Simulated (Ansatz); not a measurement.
**SrLiCO3F (built on the sites of a database entry of RbSrCO3F): a soft mode frozen in**

Wanted: the energy along a soft mode of SrLiCO3F (built on the sites of a database entry of RbSrCO3F) and the structure at the end.

Calculated with Ansatz 0.2.0; DFT LDA, scalar-relativistic, plane waves, PAW.

Most raw output is cut from this account.

The structure was built from a prototype and need not be the compound's stable phase.

### Step 1. Set-up

Symmetry: P-6m2, No. 187, hexagonal system. The conventional cell has a = 5.070 Å, b = 5.070 Å, c = 4.483 Å, α = 90.00°, β = 90.00°, γ = 120.00°. Nearest to Li lie 6 O at 2.78 Å. Sr has 2 F at 2.24 Å and 6 O at 2.54 Å nearest. Nearest to C lie 3 O at 1.29 Å. O has 1 C at 1.29 Å and 2 Sr at 2.54 Å nearest. Nearest to F lie 2 Sr at 2.24 Å. Farther neighbours and most contacts between anions are not listed.

### Step 2. The dispersion

The cell comes from relaxations at this level that are not shown. Stability and thermal properties need the whole zone. Linear response on a 2×2×2 q mesh gives force constants as far as a supercell of that size would, and the tensors from the zone-centre run are typed in so that the long-range dipole term is interpolated apart.

Input file input.yaml:

```yaml
crystal:
  lattice:
    - [5.0695735358, 0.0, 0.0]
    - [-2.5347867679, 4.3903794684, 0.0]
    - [0.0, 0.0, 4.482625027]
  atoms:
    - { symbol: Li, position: [0.3333333333, 0.6666666667, 0.0] }
    - { symbol: Sr, position: [0.6666666667, 0.3333333333, 0.5] }
    - { symbol: C, position: [0.0, 0.0, 0.5] }
    - { symbol: O, position: [0.1465790464, 0.2931580929, 0.5] }
    - { symbol: O, position: [0.1465790464, 0.8534209536, 0.5] }
    - { symbol: O, position: [0.7068419071, 0.8534209536, 0.5] }
    - { symbol: F, position: [0.6666666667, 0.3333333333, 0.0] }
kpoints:
  mp_grid: { grid: [6, 6, 4] }
hamiltonian:
  xc: lda
scf:
  occupations: { method: fixed }
output:
  eigenvalues: true
phonons:
  method: dfpt
  qmesh: [2, 2, 2]
  temperatures: { t_max: 1000, t_step: 50 }
  qpath:
    path:
      - [[0.0, 0.0, 0.0], [0.5, 0.0, 0.0], [0.33333333, 0.33333333, 0.0], [0.0, 0.0, 0.0], [0.0, 0.0, 0.5], [0.5, 0.0, 0.5], [0.33333333, 0.33333333, 0.5], [0.0, 0.0, 0.5]]
      - [[0.5, 0.0, 0.5], [0.5, 0.0, 0.0]]
      - [[0.33333333, 0.33333333, 0.5], [0.33333333, 0.33333333, 0.0]]
    npoints: 10
  non_analytic_term:
    high_frequency_dielectric_tensor: [[2.5349, 0.0, 0.0], [0.0, 2.5349, 0.0], [0.0, 0.0, 2.1246]]
    born_effective_charges:
      - { species: Li, tensor: [[1.2696, 0.0, 0.0], [0.0, 1.2696, 0.0], [0.0, 0.0, 1.3251]] }
      - { species: Sr, tensor: [[2.3552, 0.0, 0.0], [0.0, 2.3552, 0.0], [0.0, 0.0, 2.3542]] }
      - { species: C, tensor: [[2.9002, 0.0, 0.0], [0.0, 2.9002, 0.0], [0.0, 0.0, 0.1098]] }
      - { species: O, tensor: [[-1.4776, 0.0, 0.0], [0.0, -2.2949, 0.0], [0.0, 0.0, -0.6206]] }
      - { species: O, tensor: [[-2.0905, 0.3539, 0.0], [0.3539, -1.6819, 0.0], [0.0, 0.0, -0.6206]] }
      - { species: O, tensor: [[-2.0905, -0.3539, 0.0], [-0.3539, -1.6819, 0.0], [0.0, 0.0, -0.6206]] }
      - { species: F, tensor: [[-0.8664, 0.0, 0.0], [0.0, -0.8664, 0.0], [0.0, 0.0, -1.9273]] }
    source: "zone-centre run at this cell"
```

On the command line:

```bash
$ ansatz run input.yaml --threads 8 --pin off --max-ram 14336MiB --backend cpu --events-out ev --progress --plain --runs-dir out
```

Run time: 70 s. Hardware: 8 threads of Arm Neoverse V2, shared host; peak memory 0.84 GiB.

A gap read on the k-mesh alone can miss the band edges.

This step gave:

- gap on the k-mesh: 3.431 eV
- volume per atom: 14.25 Å³
- sum-rule residual before enforcement: 5.06e-5 eV/Å²
- lowest frequency on the path: -282.1 cm⁻¹
- point group: -6m2
- highest frequency on the path or at a solved wavevector: 1517 cm⁻¹
- highest optical mode at the zone centre (no LO-TO term): 1435 cm⁻¹
- lowest optical zone-centre mode: -280.1 cm⁻¹
- lowest mode on the q mesh (acoustic modes at Γ apart): -281.8 cm⁻¹

Frequencies (cm⁻¹) solved at each irreducible wavevector; negative means imaginary. Frequencies by wavevector, by row:

| q in reciprocal lattice units | star | mode 1 | mode 2 | mode 3 | mode 4 | mode 19 | mode 20 | mode 21 |
| --- | --- | --- | --- | --- | --- | --- | --- | --- |
| 0 0 0 | 1 | -280.1 | -178.7 | -178.7 | -78.1 | 1067 | 1435 | 1435 |
| 0 0 -0.5 | 1 | -216.1 | -216.1 | -61.6 | -61.6 | 1067 | 1425 | 1425 |
| 0 -0.5 0 | 3 | -281.8 | -199.6 | -132.3 | -104.2 | 1060 | 1425 | 1512 |
| 0 -0.5 -0.5 | 3 | -242.3 | -216.2 | -196.6 | -137.3 | 1059 | 1416 | 1476 |

Interpolated from a 2×2×2 q mesh, rough between the solved points, with the LO-TO term (at Γ the limit along the path; where Γ stands inside the path, tables give the limit on arrival). The phonon branches at the labelled points (cm⁻¹):

| point | branch 1 | branch 2 | branch 3 | branch 4 | branch 18 | branch 19 | branch 20 | branch 21 |
| --- | --- | --- | --- | --- | --- | --- | --- | --- |
| Γ | -280 | -179 | -88 | -78 | 853 | 1067 | 1435 | 1517 |
| halfway | -281 | -192 | -111 | -93 | 852 | 1063 | 1430 | 1515 |
| M | -282 | -200 | -132 | -104 | 852 | 1060 | 1425 | 1512 |
| halfway | -282 | -202 | -113 | -103 | 852 | 1059 | 1437 | 1501 |
| K | -282 | -204 | -103 | -87 | 852 | 1058 | 1452 | 1486 |
| halfway | -281 | -194 | -104 | -95 | 852 | 1062 | 1433 | 1511 |
| Γ | -280 | -179 | -88 | -78 | 853 | 1067 | 1435 | 1517 |
| halfway | -201 | -201 | -112 | -75 | 857 | 1067 | 1430 | 1430 |
| A | -216 | -216 | -62 | -62 | 858 | 1067 | 1425 | 1425 |
| halfway | -216 | -204 | -189 | -113 | 857 | 1062 | 1420 | 1455 |
| L | -242 | -216 | -197 | -137 | 856 | 1059 | 1416 | 1476 |
| halfway | -247 | -214 | -200 | -137 | 856 | 1059 | 1423 | 1470 |
| H | -253 | -209 | -205 | -136 | 856 | 1059 | 1432 | 1462 |
| halfway | -216 | -206 | -202 | -120 | 857 | 1061 | 1422 | 1459 |
| A | -216 | -216 | -62 | -62 | 858 | 1067 | 1425 | 1425 |
| jump to L | -242 | -216 | -197 | -137 | 856 | 1059 | 1416 | 1476 |
| halfway | -264 | -207 | -167 | -118 | 854 | 1059 | 1420 | 1493 |
| M | -282 | -200 | -132 | -104 | 852 | 1060 | 1425 | 1512 |
| jump to H | -253 | -209 | -205 | -136 | 856 | 1059 | 1432 | 1462 |
| halfway | -268 | -205 | -170 | -126 | 854 | 1058 | 1442 | 1474 |
| K | -282 | -204 | -103 | -87 | 852 | 1058 | 1452 | 1486 |

Symmetry leaves 4 wavevectors to solve. The lowest mode among them, the acoustic zeros apart, lies at q = (0, -0.5, 0) and is imaginary, 281.8i cm⁻¹, so the energy falls along it.

### Step 3. The mode frozen in, largest atomic shift 0 Å

The mode followed lies at q = (0, -0.5, 0) with frequency 281.8i cm⁻¹, the softest among the wavevectors solved. At small amplitude the distorted cell has space group no. 31 by a symmetry search on the positions. The undistorted cell that holds it gives the zero of energy on the same k mesh.

System of this step: SrLiCO3F (built on the sites of a database entry of RbSrCO3F). It takes space group P-6m2 (No. 187, hexagonal). Conventional cell: a = 5.070 Å, b = 5.070 Å, c = 4.483 Å, α = 90.00°, β = 90.00°, γ = 120.00°. Nearest to Li lie 6 O at 2.78 Å. Nearest to Sr lie 2 F at 2.24 Å and 6 O at 2.54 Å. Nearest to C lie 3 O at 1.29 Å. Nearest to O lie 1 C at 1.29 Å and 2 Sr at 2.54 Å. Nearest to F lie 2 Sr at 2.24 Å. Farther neighbours and most contacts between anions are not listed.

Input file input.yaml:

```yaml
crystal:
  lattice:
    - [0.0, 0.0, 4.482625027]
    - [5.0695735358, 0.0, 0.0]
    - [0.0, 8.7807589367, 0.0]
  atoms:
    - { symbol: Li, position: [0.0, 0.0, 0.3333333333] }
    - { symbol: Li, position: [0.0, 0.5, 0.8333333333] }
    - { symbol: Sr, position: [0.5, 0.5, 0.1666666667] }
    - { symbol: Sr, position: [0.5, 1.0, 0.6666666667] }
    - { symbol: C, position: [0.5, 0.0, 0.0] }
    - { symbol: C, position: [0.5, 0.5, 0.5] }
    - { symbol: O, position: [0.5, 0.0, 0.1465790464] }
    - { symbol: O, position: [0.5, 0.5, 0.6465790464] }
    - { symbol: O, position: [0.5, 0.7198685697, 0.4267104768] }
    - { symbol: O, position: [0.5, 0.2198685697, 0.9267104768] }
    - { symbol: O, position: [0.5, 0.2801314303, 0.4267104768] }
    - { symbol: O, position: [0.5, 0.7801314303, 0.9267104768] }
    - { symbol: F, position: [0.0, 0.5, 0.1666666667] }
    - { symbol: F, position: [0.0, 1.0, 0.6666666667] }
kpoints:
  mp_grid: { grid: [4, 4, 2] }
hamiltonian:
  xc: lda
scf:
  occupations: { method: gaussian, width: 0.02 }
output:
  forces: true
  stress: true
  eigenvalues: true
```

Run time: 2.1 s. Hardware: 8 threads; peak memory 0.72 GiB.

This step gave:

```
pressure                         : 0.002494 GPa
energy from the undistorted cell : 0 meV/atom
```

At this level the gap is 3.43 eV on the k-mesh of the self-consistent run, which can miss the band edges.

### Step 4. The mode frozen in, largest atomic shift 0.6 Å

The atoms are moved along the unstable eigenvector, the largest shift by 0.6 Å, with the cell fixed.

Input file input.yaml:

```yaml
crystal:
  lattice:
    - [0.0, 0.0, 4.482625027]
    - [5.0695735358, 0.0, 0.0]
    - [0.0, 8.7807589367, 0.0]
  atoms:
    - { symbol: Li, position: [-0.1338501428, 0.0, 0.3333333333] }
    - { symbol: Li, position: [0.1338501428, 0.5, 0.8333333333] }
    - { symbol: Sr, position: [0.4994464953, 0.5, 0.1666666667] }
    - { symbol: Sr, position: [0.5005535047, 1.0, 0.6666666667] }
    - { symbol: C, position: [0.4925979487, 0.0, 0.0] }
    - { symbol: C, position: [0.5074020513, 0.5, 0.5] }
    - { symbol: O, position: [0.5243566572, 0.0, 0.1465790464] }
    - { symbol: O, position: [0.4756433428, 0.5, 0.6465790464] }
    - { symbol: O, position: [0.5227025175, 0.7198685697, 0.4267104768] }
    - { symbol: O, position: [0.4772974825, 0.2198685697, 0.9267104768] }
    - { symbol: O, position: [0.5227025175, 0.2801314303, 0.4267104768] }
    - { symbol: O, position: [0.4772974825, 0.7801314303, 0.9267104768] }
    - { symbol: F, position: [-0.0004940757, 0.5, 0.1666666667] }
    - { symbol: F, position: [0.0004940757, 1.0, 0.6666666667] }
kpoints:
  mp_grid: { grid: [4, 4, 2] }
hamiltonian:
  xc: lda
scf:
  occupations: { method: gaussian, width: 0.02 }
output:
  forces: true
  stress: true
  eigenvalues: true
```

Run time: 2.1 s. Hardware: 8 threads; peak memory 0.73 GiB.

This step gave:

* pressure: -0.3929 GPa
* gap on the k-mesh: 3.759 eV
* energy from the undistorted cell: -54.55 meV/atom

The energy, extrapolated to zero smearing, is -54.55 meV/atom against the undistorted cell.

The run ends at a pressure of -0.39 GPa, with forces up to 0.89 eV/Å.

### Step 5. Energy along the mode, all amplitudes (two of the runs are shown above)

An imaginary frequency means negative curvature, so the energy should fall and then rise again as anharmonic terms take over.

Numbers from this step:

- depth at the lowest point sampled: 54.55 meV/atom
- largest atomic shift at that point: 0.6 Å

Table of energy from the parent by largest atomic shift:

| largest atomic shift (Å) | energy from the parent (meV/atom) |
| --- | --- |
| 0.000 | 0 |
| 0.040 | -0.281 |
| 0.080 | -1.12 |
| 0.140 | -3.42 |
| 0.220 | -8.36 |
| 0.320 | -17.3 |
| 0.450 | -32.9 |
| 0.600 | -54.6 |

Displacement at unit largest shift by atom:

| atom | x (Å) | y (Å) | z (Å) | size |
| --- | --- | --- | --- | --- |
| Li1 | 0.00 | 0.00 | -1.00 | 1.00 |
| Li2 | 0.00 | 0.00 | 1.00 | 1.00 |
| Sr3 | 0.00 | 0.00 | 0.00 | 0.00 |
| Sr4 | 0.00 | 0.00 | 0.00 | 0.00 |
| C5 | 0.00 | 0.00 | -0.06 | 0.06 |
| C6 | 0.00 | 0.00 | 0.06 | 0.06 |
| O7 | 0.00 | 0.00 | 0.18 | 0.18 |
| O8 | 0.00 | 0.00 | -0.18 | 0.18 |
| O9 | 0.00 | 0.00 | 0.17 | 0.17 |
| O10 | 0.00 | 0.00 | -0.17 | 0.17 |
| O11 | 0.00 | 0.00 | 0.17 | 0.17 |
| O12 | 0.00 | 0.00 | -0.17 | 0.17 |
| F13 | 0.00 | 0.00 | 0.00 | 0.00 |
| F14 | 0.00 | 0.00 | 0.00 | 0.00 |

The lowest of the steps tried is the last one, at 0.6 Å, 54.6 meV/atom below the parent; the bottom of the well need not coincide with a step.

### Step 6. Relaxation from the frozen mode

Starting from the lowest point found, all atoms and the cell are let go, so that strain and other modes of the same symmetry can join in.

input.yaml: that of step 4 with these lines changed.

```diff
@@ -25,3 +25,3 @@
 scf:
-  occupations: { method: gaussian, width: 0.02 }
+  occupations: { method: fixed }
 output:
@@ -30 +30,6 @@
   eigenvalues: true
+relax:
+  adjacent_minimum: "off"
+  f_tol: 0.002
+  max_steps: 120
+  cell: { stress_tol: 0.03 }
```

The job ended after 56 s (8 threads; peak memory 0.86 GiB).

Relaxation path (22 of 25):

| step | energy less that of the first step (eV) | largest force component (eV/Å) | pressure (GPa) | volume (Å³) |
| --- | --- | --- | --- | --- |
| 1 | 0.0000 | 0.8916 | -0.39 | 199.54 |
| 2 | -0.3651 | 0.9131 | -1.87 | 207.01 |
| 3 | -0.7722 | 0.6626 | -1.64 | 207.68 |
| 4 | -0.9983 | 0.3962 | -0.41 | 205.70 |
| 6 | -1.0407 | 0.0764 | 0.18 | 208.23 |
| 7 | -1.0406 | 0.1278 | -0.07 | 208.74 |
| 8 | -1.0407 | 0.1092 | -0.11 | 208.97 |
| 9 | -1.0418 | 0.0528 | -0.01 | 208.86 |
| 10 | -1.0426 | 0.0410 | 0.04 | 208.74 |
| 11 | -1.0432 | 0.0108 | 0.01 | 208.64 |
| 12 | -1.0436 | 0.0052 | 0.02 | 208.56 |
| 14 | -1.0435 | 0.0042 | 0.00 | 208.59 |
| 15 | -1.0435 | 0.0009 | 0.00 | 208.59 |
| 16* | -1.0950 | 0.0043 | 0.38 | 208.59 |
| 17 | -1.0906 | 0.0189 | 0.09 | 210.06 |
| 18 | -1.0893 | 0.0268 | 0.00 | 210.37 |
| 19 | -1.0893 | 0.0219 | 0.00 | 210.37 |
| 20 | -1.0886 | 0.0414 | -0.04 | 210.49 |
| 22* | -1.0977 | 0.0022 | 0.03 | 210.37 |
| 23 | -1.0972 | 0.0021 | 0.00 | 210.50 |
| 24 | -1.0972 | 0.0011 | 0.00 | 210.51 |
| 25* | -1.0977 | 0.0011 | 0.00 | 210.51 |

Relaxation steps marked * repeat the geometry before them on a plane-wave basis chosen anew for their cell, so energy and pressure can jump there. Other such steps can lie between the rows shown. Relaxation step 20 was tried and not accepted.

The run keeps the 4 symmetry operations that it works with, so distortions that break them were not tested.

| cell as run | before | after | change |
| --- | --- | --- | --- |
| a (Å) | 4.483 | 4.572 | +2.0 % |
| b (Å) | 5.070 | 5.144 | +1.5 % |
| c (Å) | 8.781 | 8.951 | +1.9 % |
| volume (Å³/atom) | 14.25 | 15.04 | +5.5 % |

The atoms that moved most (Å, as changes of fractional coordinates times the final cell):

| atom | dx | dy | dz | length |
| --- | --- | --- | --- | --- |
| Li1 | 0.000 | -0.088 | -0.815 | 0.820 |
| Li2 | 0.000 | -0.088 | 0.815 | 0.820 |
| F13 | 0.000 | 0.108 | -0.133 | 0.171 |
| F14 | 0.000 | 0.108 | 0.133 | 0.171 |
| O11 | 0.021 | 0.017 | 0.150 | 0.152 |
| O9 | -0.021 | 0.017 | 0.150 | 0.152 |
| O10 | -0.021 | 0.017 | -0.150 | 0.152 |
| O12 | 0.021 | 0.017 | -0.150 | 0.152 |

The relaxed structure:

```xyz
14
Lattice="0.0000 0.0000 4.5724 5.1435 0.0000 0.0000 0.0000 8.9511 0.0000" Properties=species:S:1:pos:R:3 pbc="T T T"
Li    0.0000    2.8956   -1.4274
Li    2.5718    7.3712    1.4274
Sr    2.5718    1.4964    2.1448
Sr    5.1435    5.9720    2.4276
C     0.0000   -0.0089    2.1135
C     2.5718    4.4667    2.4588
O     0.0000    1.2617    2.2966
O     2.5718    5.7372    2.2758
O     3.6820    3.8369    2.5398
O     1.1103    8.3125    2.0325
O     1.4615    3.8369    2.5398
O     4.0333    8.3125    2.0325
F     2.5718    1.5999   -0.1349
F     5.1435    6.0754    0.1349
```

Numbers from this step:

- pressure: -1.17e-4 GPa
- gap on the k-mesh: 4.586 eV
- volume per atom: 15.04 Å³

The distorted start has space group Pmn2_1; the relaxation ends in Pmn2_1.

### Step 7. Results

| Item | Value |
| --- | --- |
| unstable mode of the parent | q = (0, -0.5, 0), 282i cm⁻¹ |
| depth at the lowest point sampled | 54.6 meV/atom |
| largest atomic shift at that point | 0.6 Å |
| space group reached (within 0.01 Å) | Pmn2_1 |
| energy gained over the parent (first relaxation, on the mesh of the frozen mode) | 133 meV/atom |
| volume per atom, phase reached | 15.0 Å³ |
| gap on the k-mesh, phase reached | 4.59 eV |

In words: Along this mode the structure falls into Pmn2_1, 133 meV/atom below the parent. At the parent's cell the well is 54.55 meV/atom deep on the steps tried, with its lowest point at a shift of 0.6 Å. That is the last step tried, so the steps alone don't bracket the bottom of the well. Relaxing atoms and cell changes the gain by +78.40 meV/atom against the lowest step (energies at zero smearing). The modes of the phase reached were not computed on this path. Of the 2 patterns followed to their end from this parent, this one ends 8.74 meV/atom above the lowest, P3m1. Each path keeps the symmetry of its pattern, so a lower phase may lie along a pattern not tried. The q mesh stands for a supercell only 9.0 Å across, so branches between the solved wavevectors are rough. The program warns that the interpolation holds no quadrupole term, so branches close to Γ can be off in this crystal. The starting cell was built on a prototype and not taken from a measurement, so the phase need not exist.

[Logs are printed without paths, hosts, clocks, repeated set-up lines and the standing remarks that a program may print on its own settings, such as how far it seeks lower states.]

[Hosts, paths, dates, database ids (printed as entryN), source tags and the programs' standing remarks are cut or masked in the printed files.]
